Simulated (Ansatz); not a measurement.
# TbO2 (Fm-3m): how robust is the cRPA U?

What does U in TbO2 (Fm-3m) depend on besides the window?

Calculated with Ansatz 0.2.0; constrained RPA on LDA, plane waves, PAW.

### 1. Set-up

It takes space group Fm-3m (No. 225, cubic). The conventional cell has a = 5.220 Å, b = 5.220 Å, c = 5.220 Å, α = 90.00°, β = 90.00°, γ = 90.00°. Tb has 8 O at 2.26 Å nearest. Nearest to O lie 4 Tb at 2.26 Å. Farther neighbours and most contacts between anions are not listed.

The cell and positions come from the Crystallography Open Database and are kept as given unless a step says otherwise. The program's search for lower electronic states was switched off, so nothing shows that the state found is the lowest. Spin-orbit coupling is left out unless a step names it. The default PAW set here is soft_2. Its files were made with PBE.

### 2. Base: Tb f, bands v4 to c3, 6×6×6 mesh, medium accuracy

Constrained RPA screens the interaction with every transition except those inside the target bands, which a later many-body model would treat itself.

Contents of input.yaml:

```yaml
crystal:
  lattice:
    - [-2.61, -2.61, 0.0]
    - [-2.61, 0.0, -2.61]
    - [0.0, -2.61, -2.61]
  atoms:
    - { symbol: Tb, position: [0.0, 0.0, 0.0] }
    - { symbol: O, position: [0.25, 0.25, 0.25] }
    - { symbol: O, position: [0.75, 0.75, 0.75] }
kpoints:
  mp_grid: { grid: [12, 12, 12] }
hamiltonian:
  xc: lda
scf:
  occupations: { method: gaussian, width: 0.08 }
  n_extra_bands: 21
  max_iter: 150
  lower_state_search: "off"
output:
  crpa:
    kmesh: [6, 6, 6]
    target_bands: [v4, c3]
    projections: [{ species: Tb, l: f, shell: 4 }]
  local_orbitals:
    kmesh: [6, 6, 6]
    orbitals: [{ species: Tb, l: f, shell: 4 }]
    window: { bands: [v4, c3] }
    seedname: lo
```

Launch:

```bash
ansatz run input.yaml --threads 4 --pin off --max-ram 14745MiB --backend cpu --events-out ev --progress --plain --runs-dir out
```

Numbers of over 12 decimals in the logs are rounded to 6 here.

Output:

```text
Tb: projections on atomic orbitals take those of the free atom [Kr 4d10] 4f9 5s2 5p6 5d0 6s2, of charge +0.00 (hamiltonian.pseudopotentials.projection_atoms); the dataset's partial waves leave at most 4.5e-4 of an orbital's norm unspanned inside its sphere
scf.n_extra_bands = 21 over 16 filled bands (N_el = 31.0): the run solves 37 bands
Engine: ansatz 0.2.0, aarch64-unknown-linux-gnu
Pseudopotentials: kind: paw
Pseudopotential: Tb, paw, valence charge 19, recommended cutoff 420 eV (normal), Tb.paw.azcp
Pseudopotential: O, paw, valence charge 6, recommended cutoff 420 eV (normal), O.paw.azcp
Functional definition: SPW92
  exchange = slater_x
  correlation = pw_c
Crystal: 3 atoms, lattice volume = 35.559 Å³
Basis set: ecut = 420 eV, 725 PW (Γ)
Bands: 37, of which v1, the nominal top of the filled ones, is band 16 counted from 1 (15 counted from 0)
Symmetry: 48 space group operations
Space group: Fm-3m (ITA 225), of the structure as read, at distance tolerance 3.3e-5 Å
k-points: 72 of 1728
Non-local potential: Tb, projectors of the file, l = 0: 3, l = 1: 2, l = 2: 2, l = 3: 3
Non-local potential: O, projectors of the file, l = 0: 2, l = 1: 2, l = 2: 1
PAW form: soft (Blöchl's): semilocal exchange-correlation on the pseudo side does not see the compensation charge
PAW frozen core: Tb, regenerated for the run's functional, and the local potential with it (the file was generated under x = pbe(κ = 0.804, μ = 0.219515), c = pbe(β = 0.066725))
PAW frozen core: O, regenerated for the run's functional, and the local potential with it (the file was generated under x = pbe(κ = 0.804, μ = 0.219515), c = pbe(β = 0.066725))
PAW one-centre angular grid: Tb, 590 points (default); XC on 64 Gauss nodes
PAW one-centre angular grid: O, 110 points (default); XC on 64 Gauss nodes
Initial density: superposition of atomic densities (neutral atoms: chi_scale 0, normalization atom), corrected by the library's trained network
Initial wavefunctions: pseudopotential atomic-orbital guess
Functional: x = slater, c = lda
SCF iter   1: F=—  HF=-10843.176130 eV  |F-HF|=—  |Δ(HF+E_count)|=         —  Δρ=6.25e-2  dr2=1.27e0  ethr=1.77e-3  ⟨swp⟩=5.3  Hψ=12527  notcnv=0  defer=352
preconditioner: auto → LDOS  [metal: Δε(μ)=0.003 eV  Ē_g=23.285 eV  σ=0.080 eV  W_gap=0.02  n_scr=14 (ndim 8)  ℏωp=33.5 eV  f_vac=0.064  D(μ)=15.79/eV (n_scr^D=410)  β→1.0]
SCF iter   2: F=—  HF=-10843.088827 eV  |F-HF|=—  |Δ(HF+E_count)|=   8.73e-2  Δρ=1.62e-2  dr2=5.75e-2  ethr=1.77e-3  ⟨swp⟩=2.0  Hψ=3809  notcnv=0  defer=870
SCF iter   3: F=—  HF=-10843.079068 eV  |F-HF|=—  |Δ(HF+E_count)|=   9.76e-3  Δρ=1.57e-2  dr2=5.92e-2  ethr=1.86e-4  ⟨swp⟩=2.5  Hψ=3186  notcnv=0  defer=881
[...]
cRPA screening: q 22/216 (q-point 8)
cRPA screening: q 28/216 (q-point 9)
cRPA screening: q 52/216 (q-point 10)
cRPA screening: q 76/216 (q-point 11)
cRPA screening: q 100/216 (q-point 12)
cRPA screening: q 112/216 (q-point 15)
cRPA screening: q 118/216 (q-point 16)
cRPA screening: q 142/216 (q-point 17)
cRPA screening: q 154/216 (q-point 22)
cRPA screening: q 157/216 (q-point 52)
cRPA screening: q 181/216 (q-point 53)
cRPA screening: q 205/216 (q-point 59)
SCF converged after 10 iterations
Free energy (F): -10843.064423 eV
Harris-Foulkes:  -10843.064423 eV  (|F-HF|=1.46e-8)
Internal energy: -10842.995901 eV  (E = F + TS)
E sigma→0 (E₀):  -10843.030162 eV
Entropy (-TS):   -0.068522 eV (-22.841 meV/atom)
Fermi energy:    12.329327 eV
--- Per-component energies (eV) ---
  E_band       = 80.040504
  E_kinetic    = 714.488998
  E_local      = -3028.341553  (includes V_loc(G=0)·N_el)
  E_nonlocal   = 758.582334
  E_hartree    = 1190.405686
  E_xc         = -338.138955
  E_vxc        = -398.022087  (∫ρ·V_xc dr)
  E_paw        = -6790.819737  (= ΣΔE_a)
  E_vpaw       = -347.489011  (= ΣTr[D̂ρ^β])
  E_aug_tail   = 0.004884  (compensation charges beyond the density's cutoff)
  E_ewald      = -3350.798673
  E_core_change = 1.621114  (= ΣΔE_core)
  E_smearing   = -0.068522  (= −TS)
  E_closure    = -0.000000  (closes the sum)
  Σ components = -10843.064423   (vs F -10843.064423, Δ=0.00e0)
--- Band table (eV; the first three rows and the last of 72) ---
  k-point 0: bands = [... 12 lower, 12.2248, 12.2356, 12.2356, 12.2356, 13.0360, 13.0360, 13.0360, 18.4072, ... 17 higher]
  k-point 1: bands = [... 12 lower, 12.2351, 12.2351, 12.2357, 12.2359, 12.9548, 12.9836, 12.9836, 18.5063, ... 17 higher]
  k-point 2: bands = [... 12 lower, 12.2320, 12.2320, 12.2367, 12.2691, 12.7658, 12.8682, 12.8682, 18.7420, ... 17 higher]
  k-point 71: bands = [... 12 lower, 12.1703, 12.2069, 12.2069, 12.3402, 12.3843, 12.3843, 13.1215, 18.3364, ... 17 higher]
--- cRPA (band scheme, projected local orbitals): target bands 13..19 (1-based), 7 Wannier function(s), 6×6×6 mesh, 38 bands' worth read of 43 solved, ecut_chi 136.0 eV, v(q+G=0) probe_charge, pair densities all_electron ---
  bands read: the sum over 38 bands ends inside a degenerate multiplet in 19 slots, whose members it reads at an even weight; the widest, k=0: bands 38 to 40 (counted from 1) at 1/3 each
  χ-basis size per q: N_G = 116..138
  window electrons = 7.0000, filled by tetrahedron_uncorrected; constrained ε̄⁻¹(q = 0, 0) head = 0.107207; min gauge Gram eig = 0.4433
  Kanamori averages over each shell's own Wannier functions (sites counted from 0, functions from 1):
    Site 0, 4F, 7 of 7 f orbitals (Wannier functions 1, 2, 3, 4, 5, 6, 7; wannier90's mr 1, 2, 3, 4, 5, 6, 7):
      screened: U = 3.2128 eV, U' = 2.0347 eV, J = 0.5437 eV
      screened f-shell averages: U_bar = F0 = 2.2030 eV, J_bar = 0.7120 eV
      screened, to within: U = 7.9e-3 eV, U' = 7.8e-3 eV, J = 8.3e-4 eV
      screened f-shell averages, to within: U_bar = 6.4e-3 eV, J_bar = 1.1e-3 eV
      bare: V = 27.8381 eV, V' = 26.1583 eV, J = 0.7447 eV
      bare f-shell averages: V_bar = F0 = 26.3983 eV, J_bar = 0.9846 eV
  Hermiticity witness max|P − P†| over intra, direct and exchange elements: 2.13e-14 eV (screened), 7.11e-15 eV (bare)
  Reality witness max|Im| over intra, direct and exchange elements: 7.37e-18 eV (screened), 8.91e-19 eV (bare)
```

It took 9.5 min on 4 threads of Arm Neoverse V2, shared host; peak memory 0.67 GiB.

Reading the cycles: dr2 is the Hartree energy of the density residual (eV), the measure of convergence; HF is the Harris–Foulkes estimate of the energy, which meets the free energy F at convergence.

Numbers from this step:

* U: 3.213 eV
* U prime (inter-orbital): 2.035 eV
* J: 0.5437 eV
* bare V: 27.84 eV
* bare J: 0.7447 eV
* stated bound on U: 0.007845 eV
* U over bare V: 0.1154
* electrons in the window: 7.000
* head of the constrained inverse dielectric matrix: 0.1072
* least eigenvalue of the projection's overlap: 0.4433
* target functions: 7
* bands in the sums: 38
* r.m.s. miss of the model bands: 0.001341 eV
* width of the target bands: 1.127 eV
* weight of the projected orbitals in the window: 0.8609

On the Tb f shell, screening brings the on-site interaction from 27.8 eV down to U = 3.21 eV.

### 3. Changed: 4×4×4 mesh

input.yaml, the sections that differ from step 2:

```yaml
output:
  crpa:
    kmesh: [4, 4, 4]
    target_bands: [v4, c3]
    projections: [{ species: Tb, l: f, shell: 4 }]
# crystal, kpoints, hamiltonian, scf: as in step 2
```

Output:

```text
[...]
Crystal: 3 atoms, lattice volume = 35.559 Å³
Basis set: ecut = 420 eV, 725 PW (Γ)
Bands: 37, of which v1, the nominal top of the filled ones, is band 16 counted from 1 (15 counted from 0)
Symmetry: 48 space group operations
[...]
k-points: 72 of 1728
[...]
SCF iter   1: F=—  HF=-10843.176130 eV  |F-HF|=—  |Δ(HF+E_count)|=         —  Δρ=6.25e-2  dr2=1.27e0  ethr=1.77e-3  ⟨swp⟩=5.3  Hψ=12527  notcnv=0  defer=352
[...]
SCF iter  10: F=-10843.064423 eV  HF=-10843.064423 eV  |F-HF|=1.46e-8  |Δ(HF+E_count)|=   2.10e-8  Δρ=6.22e-6  dr2=1.33e-8  ethr=3.23e-10  ⟨swp⟩=7.6  Hψ=12886  notcnv=0
SCF 1 converged in 10 iterations: F = -10843.064423 eV  dr2 = 1.33e-8
[...]
NSCF: frozen V_eff on 8 k-points
[...]
cRPA screening: q 1/64
cRPA screening: q 2/64
cRPA screening: q 10/64 (q-point 3)
cRPA screening: q 14/64 (q-point 6)
cRPA screening: q 20/64 (q-point 7)
cRPA screening: q 44/64 (q-point 8)
cRPA screening: q 56/64 (q-point 11)
cRPA screening: q 59/64 (q-point 28)
SCF converged after 10 iterations
Free energy (F): -10843.064423 eV
[...]
Internal energy: -10842.995901 eV  (E = F + TS)
E sigma→0 (E₀):  -10843.030162 eV
Entropy (-TS):   -0.068522 eV (-22.841 meV/atom)
Fermi energy:    12.329327 eV
[...]
--- Band table (eV; the first three rows and the last of 72) ---
  k-point 0: bands = [... 12 lower, 12.2248, 12.2356, 12.2356, 12.2356, 13.0360, 13.0360, 13.0360, 18.4072, ... 17 higher]
  k-point 1: bands = [... 12 lower, 12.2351, 12.2351, 12.2357, 12.2359, 12.9548, 12.9836, 12.9836, 18.5063, ... 17 higher]
  k-point 2: bands = [... 12 lower, 12.2320, 12.2320, 12.2367, 12.2691, 12.7658, 12.8682, 12.8682, 18.7420, ... 17 higher]
  k-point 71: bands = [... 12 lower, 12.1703, 12.2069, 12.2069, 12.3402, 12.3843, 12.3843, 13.1215, 18.3364, ... 17 higher]
[...]
χ-basis size per q: N_G = 116..137
[...]
screened: U = 3.1913 eV, U' = 2.0148 eV, J = 0.5433 eV
      screened f-shell averages: U_bar = F0 = 2.1829 eV, J_bar = 0.7113 eV
      screened, to within: U = 7.7e-3 eV, U' = 7.6e-3 eV, J = 8.3e-4 eV
      screened f-shell averages, to within: U_bar = 6.2e-3 eV, J_bar = 1.1e-3 eV
      bare: V = 27.8518 eV, V' = 26.1728 eV, J = 0.7447 eV
      bare f-shell averages: V_bar = F0 = 26.4127 eV, J_bar = 0.9845 eV
[...]
```

The job ended after 82 s (4 threads; peak memory 0.56 GiB; 5.2 min of CPU time).

This step gave:

```
U                                                 : 3.191 eV
U prime (inter-orbital)                           : 2.015 eV
J                                                 : 0.5433 eV
bare V                                            : 27.85 eV
bare J                                            : 0.7447 eV
stated bound on U                                 : 0.007637 eV
U over bare V                                     : 0.1146
electrons in the window                           : 7.000
head of the constrained inverse dielectric matrix : 0.1043
least eigenvalue of the projection's overlap      : 0.4433
target functions                                  : 7
bands in the sums                                 : 38
width of the target bands                         : 1.127 eV
weight of the projected orbitals in the window    : 0.8609
```

On the Tb f shell, screening brings the on-site interaction from 27.9 eV down to U = 3.19 eV.

### 4. Changed: sums over states

input.yaml, as its differences from that of step 3:

```diff
@@ -20,4 +20,7 @@
   crpa:
-    kmesh: [4, 4, 4]
+    kmesh: [6, 6, 6]
     target_bands: [v4, c3]
     projections: [{ species: Tb, l: f, shell: 4 }]
+    accuracy: sum_over_states
+    n_empty_bands: 64
+    ecut_chi: 136
```

Output:

```text
[...]
Crystal: 3 atoms, lattice volume = 35.559 Å³
Basis set: ecut = 420 eV, 725 PW (Γ)
Bands: 37, of which v1, the nominal top of the filled ones, is band 16 counted from 1 (15 counted from 0)
Symmetry: 48 space group operations
[...]
k-points: 72 of 1728
[...]
χ-basis size per q: N_G = 116..138
[...]
U and J over all bands: no bound (output.crpa.accuracy: sum_over_states); those below are of the sums over the bands read on the sphere of ecut_chi, with what the atoms add
[...]
screened: U = 3.7433 eV, U' = 2.4151 eV, J = 0.6132 eV
      screened f-shell averages: U_bar = F0 = 2.6049 eV, J_bar = 0.8029 eV
      bare: V = 27.8381 eV, V' = 26.1583 eV, J = 0.7447 eV
      bare f-shell averages: V_bar = F0 = 26.3983 eV, J_bar = 0.9846 eV
[...]
[key lines of the parts left out:]
SCF converged after 10 iterations
Free energy (F): -10843.064423 eV
Fermi energy:    12.329327 eV
```

Elapsed: 16 s, on 4 threads; peak memory 0.74 GiB; 60 s of CPU time.

This variant gives U = 3.74 eV against 3.21 eV. It is a finite sum over empty states with no bound on its error and stays out of the table below.

### 5. Changed: accuracy low

input.yaml, as its differences from that of step 4:

```diff
@@ -23,4 +23,2 @@
     projections: [{ species: Tb, l: f, shell: 4 }]
-    accuracy: sum_over_states
-    n_empty_bands: 64
-    ecut_chi: 136
+    accuracy: low
```

Output:

```text
[...]
Crystal: 3 atoms, lattice volume = 35.559 Å³
Basis set: ecut = 420 eV, 725 PW (Γ)
Bands: 37, of which v1, the nominal top of the filled ones, is band 16 counted from 1 (15 counted from 0)
Symmetry: 48 space group operations
[...]
k-points: 72 of 1728
[...]
χ-basis size per q: N_G = 116..138
[...]
screened: U = 3.2232 eV, U' = 2.0458 eV, J = 0.5432 eV
      screened f-shell averages: U_bar = F0 = 2.2140 eV, J_bar = 0.7114 eV
      screened, to within: U = 7.7e-2 eV, U' = 7.6e-2 eV, J = 8.0e-3 eV
      screened f-shell averages, to within: U_bar = 6.2e-2 eV, J_bar = 1.1e-2 eV
      bare: V = 27.8381 eV, V' = 26.1583 eV, J = 0.7447 eV
      bare f-shell averages: V_bar = F0 = 26.3983 eV, J_bar = 0.9846 eV
[...]
[key lines of the parts left out:]
SCF converged after 10 iterations
Free energy (F): -10843.064423 eV
Fermi energy:    12.329327 eV
```

Wall time 6.7 min (4 threads); peak memory 0.64 GiB.

Numbers from this step:

```
U                                                 : 3.223 eV
U prime (inter-orbital)                           : 2.046 eV
J                                                 : 0.5432 eV
bare V                                            : 27.84 eV
bare J                                            : 0.7447 eV
stated bound on U                                 : 0.07610 eV
U over bare V                                     : 0.1158
electrons in the window                           : 7.000
head of the constrained inverse dielectric matrix : 0.1072
least eigenvalue of the projection's overlap      : 0.4433
target functions                                  : 7
bands in the sums                                 : 38
width of the target bands                         : 1.127 eV
weight of the projected orbitals in the window    : 0.8609
```

On the Tb f shell, screening brings the on-site interaction from 27.8 eV down to U = 3.22 eV.

### 6. Changed: more bands than orbitals

input.yaml, as its differences from that of step 5:

```diff
@@ -21,4 +21,3 @@
     kmesh: [6, 6, 6]
-    target_bands: [v4, c3]
+    target_bands: [v4, c4]
     projections: [{ species: Tb, l: f, shell: 4 }]
-    accuracy: low
```

Output:

```text
Error: invalid value for `output.crpa.projections`: 7 orbital(s) selected but the target window spans 8 band(s); name one orbital per band of it
```

Elapsed: 0.18 s, on 4 threads; peak memory 0.09 GiB.

The program refused the input before any cycle.

The program's message: “Error: invalid value for `output.crpa.projections`: 7 orbital(s) selected but the target window spans 8 band(s); name one orbital per band of it”

The fault put into this input: more bands than orbitals.

### 7. Changed: volume -6 %

The cell differs from the one that the last finished run ended in (a 3.691 → 3.616 Å, b 3.691 → 3.616 Å, c 3.691 → 3.616 Å).

input.yaml, the sections that differ from step 6:

```yaml
crystal:
  lattice:
    - [-2.5567197437, -2.5567197437, 0.0]
    - [-2.5567197437, 0.0, -2.5567197437]
    - [0.0, -2.5567197437, -2.5567197437]
  atoms:
    - { symbol: Tb, position: [0.0, 0.0, 0.0] }
    - { symbol: O, position: [0.25, 0.25, 0.25] }
    - { symbol: O, position: [0.75, 0.75, 0.75] }
output:
  crpa:
    kmesh: [6, 6, 6]
    target_bands: [v4, c3]
    projections: [{ species: Tb, l: f, shell: 4 }]
  local_orbitals:
    kmesh: [6, 6, 6]
    orbitals: [{ species: Tb, l: f, shell: 4 }]
    window: { bands: [v4, c3] }
    seedname: lo
# kpoints, hamiltonian, scf: as in step 6
```

Output:

```text
[...]
Crystal: 3 atoms, lattice volume = 33.426 Å³
Basis set: ecut = 420 eV, 645 PW (Γ)
Bands: 37, of which v1, the nominal top of the filled ones, is band 16 counted from 1 (15 counted from 0)
Symmetry: 48 space group operations
[...]
k-points: 72 of 1728
[...]
χ-basis size per q: N_G = 112..129
[...]
screened: U = 3.4338 eV, U' = 2.2369 eV, J = 0.5526 eV
      screened f-shell averages: U_bar = F0 = 2.4079 eV, J_bar = 0.7236 eV
      screened, to within: U = 6.9e-3 eV, U' = 6.8e-3 eV, J = 8.3e-4 eV
      screened f-shell averages, to within: U_bar = 5.4e-3 eV, J_bar = 1.1e-3 eV
      bare: V = 27.9247 eV, V' = 26.2472 eV, J = 0.7474 eV
      bare f-shell averages: V_bar = F0 = 26.4869 eV, J_bar = 0.9870 eV
[...]
[key lines of the parts left out:]
SCF converged after 10 iterations
Free energy (F): -10843.084854 eV
Fermi energy:    13.557267 eV
```

Wall time 8.6 min (4 threads); peak memory 0.65 GiB; 33 min of CPU time.

Numbers from this step:

* U: 3.434 eV
* U prime (inter-orbital): 2.237 eV
* J: 0.5526 eV
* bare V: 27.92 eV
* bare J: 0.7474 eV
* stated bound on U: 0.006887 eV
* U over bare V: 0.1230
* electrons in the window: 7.000
* head of the constrained inverse dielectric matrix: 0.1154
* least eigenvalue of the projection's overlap: 0.4490
* target functions: 7
* bands in the sums: 38
* r.m.s. miss of the model bands: 0.001496 eV
* width of the target bands: 1.214 eV
* weight of the projected orbitals in the window: 0.8579

On the Tb f shell, screening brings the on-site interaction from 27.9 eV down to U = 3.43 eV.

(Part 1 of 2 ends here.)

[Paths, hosts, dates, memory and timing lines, banners, echoed tables and standing remarks are left out of the program output.]

[Logs are printed without paths, hosts, clocks, repeated set-up lines and the standing remarks that a program may print on its own settings, such as how far it seeks lower states.]

[Runs of the session that timed out or met a known fault of the program may be left out.]

[Hosts, paths, dates, database ids (printed as entryN), source tags and the programs' standing remarks are cut or masked in the printed files.]
